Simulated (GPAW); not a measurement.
**ZrGe2As4 monolayer in an electric field**

How does ZrGe2As4 monolayer screen a perpendicular field?

Program: GPAW 26.7.0. Level of theory: GPAW, PAW setups; layer in a repeated cell with vacuum, relaxation of atoms and in-plane cell, in the first sound run; inputs show where later runs differ. Results are calculated unless marked as measured.

This is a report of a sequence of runs, with most program output left out.

## Step 1: Set-up

The cell holds 7 atoms: 4 As, 2 Ge and 1 Zr. Cell: a = 3.730 Å, b = 3.730 Å, c = 27.770 Å, α = 90.0°, β = 90.0°, γ = 120.0°. Vacuum lies along c.

## Step 2: Relaxation

The atoms are relaxed first, since the surface dipole, and with it the work function, follows the positions of the outer layers.

Input file run.py:

```python
import json
import numpy as np
from ase import Atoms
from ase.filters import FrechetCellFilter
from ase.optimize import BFGS
from gpaw import GPAW, PW

slab = Atoms(
    ['As', 'Ge', 'As', 'Zr', 'As', 'Ge', 'As'],
    positions=[
        [0.00000, 0.00000, 9.00000],
        [-0.00000, 2.15352, 9.86300],
        [-0.00000, 2.15352, 12.18300],
        [0.00000, 0.00000, 13.88517],
        [-0.00000, 2.15352, 15.58734],
        [-0.00000, 2.15352, 17.90734],
        [0.00000, 0.00000, 18.77034]],
    cell=[[3.73, 0.0, 0.0], [-1.865, 3.23027, 0.0], [0.0, 0.0, 27.7703]],
    pbc=[True, True, True])

slab.calc = GPAW(mode=PW(600), xc='PBE', kpts={'size': (9, 9, 1), 'gamma': True},
                 occupations={'name': 'fermi-dirac', 'width': 0.05}, nbands='200%',
                 convergence={'density': 1e-05}, maxiter=200,
                 symmetry={'tolerance': 1e-3}, txt='slab.txt')
result = {}
# The in-plane cell is free; stress needs a cell that repeats along all three vectors
path = []
opt = BFGS(FrechetCellFilter(slab, mask=[1, 1, 0, 0, 0, 1]), maxstep=0.2)
opt.attach(lambda: path.append((slab.get_potential_energy(), slab.positions.tolist(), slab.get_forces().tolist())))
result['relaxed'] = bool(opt.run(fmax=0.02, steps=45))
result['path'] = path
result['cell'] = slab.cell.tolist()
print('in-plane lattice', slab.cell.cellpar().round(4)[[0, 1, 5]])
energy = slab.get_potential_energy()
fermi = slab.calc.get_fermi_level()
v = slab.calc.get_electrostatic_potential().mean((0, 1)) - fermi
n = slab.calc.get_pseudo_density().mean((0, 1))
L = slab.cell[2, 2]
z = np.arange(len(v)) * L / len(v)
low, high = slab.positions[:, 2].min(), slab.positions[:, 2].max()
below, above = np.interp([low - 6.8, high + 6.8], z, v)
slopes = [np.interp(x, z, np.gradient(v, z)) for x in (low - 6.8, high + 6.8)]
eps = np.array([[slab.calc.get_eigenvalues(k, s) for k in range(len(slab.calc.get_ibz_k_points()))]
                for s in range(slab.calc.get_number_of_spins())]) - fermi
top, bottom = eps[eps < 0].max(), eps[eps > 0].min()
dipole = slab.get_dipole_moment()[2]
print(f'energy {energy:.4f} eV, Fermi level {fermi:.4f} eV, dipole {dipole:.5f} e A')
print(f'potential 6.8 A off the faces, from the Fermi level: lower {below:.4f} eV, upper {above:.4f} eV')
print(f'slope of the potential there: lower {slopes[0]:.5f}, upper {slopes[1]:.5f} eV/A')
print(f'nearest levels on the mesh: {top:.4f} and {bottom:.4f} eV')
print('magnetic moment', round(slab.get_magnetic_moment(), 3))
result.update(energy=energy, fermi=fermi, dipole=dipole, below=below, above=above, slopes=slopes, edges=[top, bottom],
              z=z.tolist(), v=v.tolist(), n=n.tolist(), positions=slab.positions.tolist(),
              forces=slab.get_forces(apply_constraint=False).tolist(), moments=slab.get_magnetic_moments().tolist())
json.dump(result, open('result.json', 'w'))
```

Command:

```sh
OMP_NUM_THREADS=1 OPENBLAS_NUM_THREADS=1 python run.py
```

Wall time 32 min (1 thread of Arm Neoverse V1, shared host); peak memory 0.65 GiB.

Numbers from this step:

```yaml
dipole_along_the_normal: 0.002538 e·Å
levels_nearest_the_fermi_level_on_the_mesh: -0.1875, 0.007325 eV from the Fermi level
```

The electrostatic potential energy of an electron (without an applied field's), less the Fermi level, planar mean oscillates, so the rows of the table below give means over windows of 1.82 Å about each position, cut where the curve ends. Its maxima inside the range that stand out by 2 % of the span (Å: eV): 9.4: -8.54, 11.2: 2.70, 13.0: -4.59, 14.8: -4.59, 16.6: 2.70, 18.4: -8.55. Its minima: 8.9: -12.3, 9.8: -11.8, 12.3: -10.6, 13.9: -15.1, 15.4: -10.6, 18.0: -11.8, 18.9: -12.3.

Electrostatic potential energy of an electron (without an applied field's), less the Fermi level, planar mean against z; means over each step:

z (Å), electrostatic potential energy of an electron (without an applied field's), less the Fermi level, planar mean (eV) and a bar from the least value:
```
     0.91        5.1 ##############################
     2.73        5.1 ##############################
     4.55        5.1 ##############################
     6.37        5.0 ##############################
     8.19       -3.4 ############
    10.01       -6.6 ######
    11.83       -3.4 #############
    13.65       -9.4 
    15.47       -5.4 ########
    17.29       -3.6 ############
    19.11       -6.7 ######
    20.93        4.6 #############################
    22.75        5.1 ##############################
    24.57        5.1 ##############################
    26.39        5.1 ##############################
```

The pseudo valence density, planar mean oscillates, so the rows of the table below give means over windows of 1 Å about each position, cut where the curve ends. Its maxima inside the range that stand out by 2 % of the span (Å: e/Å³): 8.3: 0.230, 9.4: 0.389, 10.4: 0.198, 12.0: 0.223, 13.9: 0.832, 15.8: 0.223, 17.4: 0.198, 18.4: 0.389, 19.4: 0.230. Its minima: 8.7: 0.162, 9.9: 0.0631, 11.1: 0.105, 12.3: 0.154, 15.4: 0.154, 16.7: 0.105, 17.9: 0.0631, 19.1: 0.162.

Table of pseudo valence density, planar mean by z; means over each step:

| z (Å) | pseudo valence density, planar mean (e/Å³) |
| --- | --- |
| 5 | 6.6e-5 |
| 6 | 0.00106 |
| 7 | 0.0167 |
| 8 | 0.149 |
| 9 | 0.272 |
| 10 | 0.169 |
| 11 | 0.127 |
| 12 | 0.189 |
| 13 | 0.344 |
| 14 | 0.644 |
| 15 | 0.281 |
| 16 | 0.178 |
| 17 | 0.140 |
| 18 | 0.210 |
| 19 | 0.238 |
| 20 | 0.107 |
| 21 | 0.00881 |
| 22 | 5.5e-4 |
| 23 | 3.5e-5 |

The relaxation lowered the energy of the cell by 1.35 eV (energies extrapolated to zero smearing; the optimiser's log prints free energies). The largest force left on a free atom is 0.014 eV/Å.

## Step 3: Plane waves, PBE

The work function is the vacuum plateau of the electrostatic potential less the Fermi level; a dipole layer lets the two faces have plateaus of their own.

This step: GPAW, PAW setups; slab in vacuum (GPAW 26.7.0).

The cell differs from the one that the last finished run ended in (c 27.770 → 28.231 Å).

Changes to run.py since step 2:

```diff
@@ -3,4 +3,2 @@
 from ase import Atoms
-from ase.filters import FrechetCellFilter
-from ase.optimize import BFGS
 from gpaw import GPAW, PW
@@ -10,25 +8,18 @@
     positions=[
-        [0.00000, 0.00000, 9.00000],
-        [-0.00000, 2.15352, 9.86300],
-        [-0.00000, 2.15352, 12.18300],
-        [0.00000, 0.00000, 13.88517],
-        [-0.00000, 2.15352, 15.58734],
-        [-0.00000, 2.15352, 17.90734],
-        [0.00000, 0.00000, 18.77034]],
-    cell=[[3.73, 0.0, 0.0], [-1.865, 3.23027, 0.0], [0.0, 0.0, 27.7703]],
-    pbc=[True, True, True])
+        [-0.00000, 0.00000, 9.00000],
+        [-0.00000, 2.23805, 10.11960],
+        [-0.00000, 2.23805, 12.57247],
+        [0.00000, -0.00000, 14.11531],
+        [-0.00000, 2.23805, 15.65816],
+        [-0.00000, 2.23805, 18.11102],
+        [0.00000, 0.00000, 19.23063]],
+    cell=[[3.87641, -0.0, 0.0], [-1.9382, 3.35706, 0.0], [0.0, 0.0, 28.2306]],
+    pbc=[True, True, False])
 
-slab.calc = GPAW(mode=PW(600), xc='PBE', kpts={'size': (9, 9, 1), 'gamma': True},
+slab.calc = GPAW(mode=PW(400), xc='PBE', kpts={'size': (9, 9, 1), 'gamma': True},
                  occupations={'name': 'fermi-dirac', 'width': 0.05}, nbands='200%',
                  convergence={'density': 1e-05}, maxiter=200,
+                 poissonsolver={'dipolelayer': 'xy'},
                  symmetry={'tolerance': 1e-3}, txt='slab.txt')
 result = {}
-# The in-plane cell is free; stress needs a cell that repeats along all three vectors
-path = []
-opt = BFGS(FrechetCellFilter(slab, mask=[1, 1, 0, 0, 0, 1]), maxstep=0.2)
-opt.attach(lambda: path.append((slab.get_potential_energy(), slab.positions.tolist(), slab.get_forces().tolist())))
-result['relaxed'] = bool(opt.run(fmax=0.02, steps=45))
-result['path'] = path
-result['cell'] = slab.cell.tolist()
-print('in-plane lattice', slab.cell.cellpar().round(4)[[0, 1, 5]])
 energy = slab.get_potential_energy()
```

It took 83 s on 1 thread; peak memory 0.28 GiB.

This step gave:

```yaml
dipole_along_the_normal: 0.002234 e·Å
levels_nearest_the_fermi_level_on_the_mesh: -0.1877, 0.007070 eV from the Fermi level
upper_work_function: 5.076 eV
lower_work_function: 5.085 eV
```

The electrostatic potential energy of an electron (without an applied field's), less the Fermi level, planar mean oscillates, so the rows of the table below give means over windows of 1.78 Å about each position, cut where the curve ends. Its maxima inside the range that stand out by 2 % of the span (Å: eV): 9.6: -8.57, 11.4: 2.72, 13.3: -4.60, 15.0: -4.61, 16.8: 2.71, 18.6: -8.58. Its minima: 9.1: -12.3, 10.0: -11.8, 12.5: -10.6, 14.1: -15.1, 15.7: -10.6, 18.2: -11.9, 19.1: -12.3.

Table of electrostatic potential energy of an electron (without an applied field's), less the Fermi level, planar mean by z; means over each step:

z (Å), electrostatic potential energy of an electron (without an applied field's), less the Fermi level, planar mean (eV) and a bar from the least value:
```
     0.89        5.1 ##############################
     2.67        5.1 ##############################
     4.45        5.1 ##############################
     6.23        5.0 ##############################
     8.01        0.4 #####################
     9.79       -9.6 #
    11.57       -0.7 ###################
    13.35       -9.2 ##
    15.13       -8.2 ####
    16.91       -0.2 ####################
    18.69      -10.2 
    20.47        2.4 #########################
    22.25        5.1 ##############################
    24.03        5.1 ##############################
    25.81        5.1 ##############################
    27.59        5.1 ##############################
```

The pseudo valence density, planar mean oscillates, so the rows of the table below give means over windows of 1 Å about each position, cut where the curve ends. Its maxima inside the range that stand out by 2 % of the span (Å: e/Å³): 8.6: 0.230, 9.6: 0.387, 10.7: 0.195, 12.1: 0.225, 14.2: 0.799, 16.1: 0.225, 17.6: 0.195, 18.6: 0.387, 19.7: 0.230. Its minima: 9.0: 0.162, 10.2: 0.0825, 11.3: 0.104, 12.5: 0.154, 15.7: 0.154, 16.9: 0.104, 18.0: 0.0825, 19.2: 0.162.

The pseudo valence density, planar mean by z; means over each step:

| z (Å) | pseudo valence density, planar mean (e/Å³) |
| --- | --- |
| 5 | 3.5e-5 |
| 6 | 5.5e-4 |
| 7 | 0.00894 |
| 8 | 0.107 |
| 9 | 0.238 |
| 10 | 0.210 |
| 11 | 0.140 |
| 12 | 0.178 |
| 13 | 0.282 |
| 14 | 0.639 |
| 15 | 0.346 |
| 16 | 0.190 |
| 17 | 0.128 |
| 18 | 0.171 |
| 19 | 0.271 |
| 20 | 0.148 |
| 21 | 0.0166 |
| 22 | 0.00106 |
| 23 | 6.7e-5 |

The potential is flat to 1.5e-4 eV/Å where it is read, so the vacuum is wide enough.

## Step 4: Field on

A uniform field along the normal polarises the slab; the atoms stay fixed, so this is the electronic response alone.

Changes to run.py since step 3:

```diff
@@ -4,2 +4,3 @@
 from gpaw import GPAW, PW
+from gpaw.external import ConstantElectricField
 
@@ -22,2 +23,3 @@
                  poissonsolver={'dipolelayer': 'xy'},
+                 external=ConstantElectricField(-0.2, [0, 0, 1]),
                  symmetry={'tolerance': 1e-3}, txt='slab.txt')
```

Elapsed: 4.9 min, on 1 thread; peak memory 0.51 GiB.

Numbers from this step:

```yaml
dipole_along_the_normal: -0.1785 e·Å
levels_nearest_the_fermi_level_on_the_mesh: -0.1875, 0.007360 eV from the Fermi level
potential_below_the_slab_the_applied_field_s_own_ramp_left_out: 3.843 eV from the Fermi level
potential_above_the_slab_the_applied_field_s_own_ramp_left_out: 6.326 eV from the Fermi level
```

The electrostatic potential energy of an electron (without an applied field's), less the Fermi level, planar mean oscillates, so the rows of the table below give means over windows of 1.83 Å about each position, cut where the curve ends. Its maxima inside the range that stand out by 2 % of the span (Å: eV): 9.6: -9.44, 11.4: 2.19, 13.3: -4.77, 15.0: -4.44, 16.8: 3.25, 18.6: -7.71, 26.7: 6.33. Its minima: 9.1: -13.3, 10.0: -12.6, 12.5: -10.9, 14.1: -15.1, 15.7: -10.3, 18.2: -11.1, 19.1: -11.3.

Electrostatic potential energy of an electron (without an applied field's), less the Fermi level, planar mean against z; means over each step:

| z (Å) | electrostatic potential energy of an electron (without an applied field's), less the Fermi level, planar mean (eV) |
| --- | --- |
| 0.92 | 3.97 |
| 2.75 | 3.84 |
| 4.58 | 3.84 |
| 6.41 | 3.78 |
| 8.23 | -2.89 |
| 10.07 | -8.59 |
| 11.89 | -2.92 |
| 13.73 | -9.57 |
| 15.55 | -5.69 |
| 17.38 | -2.08 |
| 19.21 | -6.59 |
| 21.05 | 5.67 |
| 22.88 | 6.32 |
| 24.70 | 6.32 |
| 26.54 | 6.33 |

The dipole is now -0.179 e Å, against 0.0022 in the run without a field.

## Step 5: In a field

Changes to run.py since step 4:

```diff
@@ -23,3 +23,3 @@
                  poissonsolver={'dipolelayer': 'xy'},
-                 external=ConstantElectricField(-0.2, [0, 0, 1]),
+                 external=ConstantElectricField(-0.1, [0, 0, 1]),
                  symmetry={'tolerance': 1e-3}, txt='slab.txt')
```

Wall time 6.2 min (1 thread); peak memory 0.51 GiB.

This step gave:

| Item | Value |
| --- | --- |
| dipole along the normal | -0.08928 e·Å |
| levels nearest the Fermi level on the mesh | -0.1877, 0.007162 eV from the Fermi level |
| potential below the slab, the applied field's own ramp left out | 4.461 eV from the Fermi level |
| potential above the slab, the applied field's own ramp left out | 5.703 eV from the Fermi level |

The electrostatic potential energy of an electron (without an applied field's), less the Fermi level, planar mean oscillates, so the rows of the table below give means over windows of 1.78 Å about each position, cut where the curve ends. Its maxima inside the range that stand out by 2 % of the span (Å: eV): 9.6: -9.01, 11.4: 2.45, 13.3: -4.69, 15.0: -4.53, 16.8: 2.98, 18.6: -8.14, 26.7: 5.70. Its minima: 9.1: -12.8, 10.0: -12.2, 12.5: -10.8, 14.1: -15.1, 15.7: -10.4, 18.2: -11.5, 19.1: -11.8.

Electrostatic potential energy of an electron (without an applied field's), less the Fermi level, planar mean against z; means over each step:

| z (Å) | electrostatic potential energy of an electron (without an applied field's), less the Fermi level, planar mean (eV) |
| --- | --- |
| 0.89 | 4.53 |
| 2.67 | 4.46 |
| 4.45 | 4.46 |
| 6.23 | 4.42 |
| 8.01 | -0.178 |
| 9.79 | -10.0 |
| 11.57 | -0.908 |
| 13.35 | -9.29 |
| 15.13 | -8.14 |
| 16.91 | 0.0287 |
| 18.69 | -9.79 |
| 20.47 | 2.95 |
| 22.25 | 5.68 |
| 24.03 | 5.70 |
| 25.81 | 5.70 |
| 27.59 | 5.66 |

The dipole is now -0.0893 e Å, against 0.0022 in the run without a field.

## Step 6: Field on

Changes to run.py since step 5:

```diff
@@ -23,3 +23,3 @@
                  poissonsolver={'dipolelayer': 'xy'},
-                 external=ConstantElectricField(-0.1, [0, 0, 1]),
+                 external=ConstantElectricField(-0.05, [0, 0, 1]),
                  symmetry={'tolerance': 1e-3}, txt='slab.txt')
```

The job ended after 6.2 min (1 thread; peak memory 0.51 GiB).

## Step 7: In a field

Changes to run.py since step 6:

```diff
@@ -23,3 +23,3 @@
                  poissonsolver={'dipolelayer': 'xy'},
-                 external=ConstantElectricField(-0.05, [0, 0, 1]),
+                 external=ConstantElectricField(0.05, [0, 0, 1]),
                  symmetry={'tolerance': 1e-3}, txt='slab.txt')
```

Run time: 6 min. Hardware: 1 thread; peak memory 0.51 GiB.

## Step 8: Field on

Changes to run.py since step 7:

```diff
@@ -23,3 +23,3 @@
                  poissonsolver={'dipolelayer': 'xy'},
-                 external=ConstantElectricField(0.05, [0, 0, 1]),
+                 external=ConstantElectricField(0.1, [0, 0, 1]),
                  symmetry={'tolerance': 1e-3}, txt='slab.txt')
```

Elapsed: 6.2 min, on 1 thread; peak memory 0.51 GiB.

The dipole is now 0.0893 e Å, against 0.0022 in the run without a field.

## Step 9: Field on

Changes to run.py since step 8:

```diff
@@ -23,3 +23,3 @@
                  poissonsolver={'dipolelayer': 'xy'},
-                 external=ConstantElectricField(0.1, [0, 0, 1]),
+                 external=ConstantElectricField(0.2, [0, 0, 1]),
                  symmetry={'tolerance': 1e-3}, txt='slab.txt')
```

The job ended after 4.9 min (1 thread; peak memory 0.51 GiB).

(Continued in part 2 of 2.)

[Logs are printed without paths, hosts, clocks, repeated set-up lines and the standing remarks that a program may print on its own settings, such as how far it seeks lower states.]

[Hosts, paths, dates, database ids (printed as entryN), source tags and the programs' standing remarks are cut or masked in the printed files.]
